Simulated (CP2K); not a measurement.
The C K edge of methoxyacetaldehyde was computed by TDDFT (CP2K XAS_TDP, aug-cc-pVDZ, TDA) at these levels: BHandHLYP, PBEh(45%) and PBEh(45%) + GW2X. The first three lines of C1 (bonded to O and 3 H) with a strength over 0.0015, energy in eV and strength:

| run | first | second | third |
| --- | --- | --- | --- |
| 1 | 287.13 (0.021) | 287.43 (0.007) | 287.76 (0.032) |
| 2 | 291.29 (0.019) | 291.86 (0.019) | 292.05 (0.005) |
| 3 | 284.66 (0.020) | 285.24 (0.019) | 285.42 (0.006) |

**Question.** Which run is which?

Run 1: BHandHLYP (50 % exact exchange). Run 2: PBEh(45%) + GW2X (45 % exact exchange). Run 3: PBEh(45%) (45 % exact exchange). Self-interaction lifts the core level, so the uncorrected lines rise with the share of exact exchange. The GW2X run keeps the spacings of its parent: 0.57 eV between the first two lines in run 2, 0.58 eV in run 3. Its shift is +6.63 eV, since the Kohn–Sham level at this share of exchange lies that far above the quasiparticle level.

[Hosts, paths, dates, database ids (printed as entryN), source tags and the programs' standing remarks are cut or masked in the printed files.]
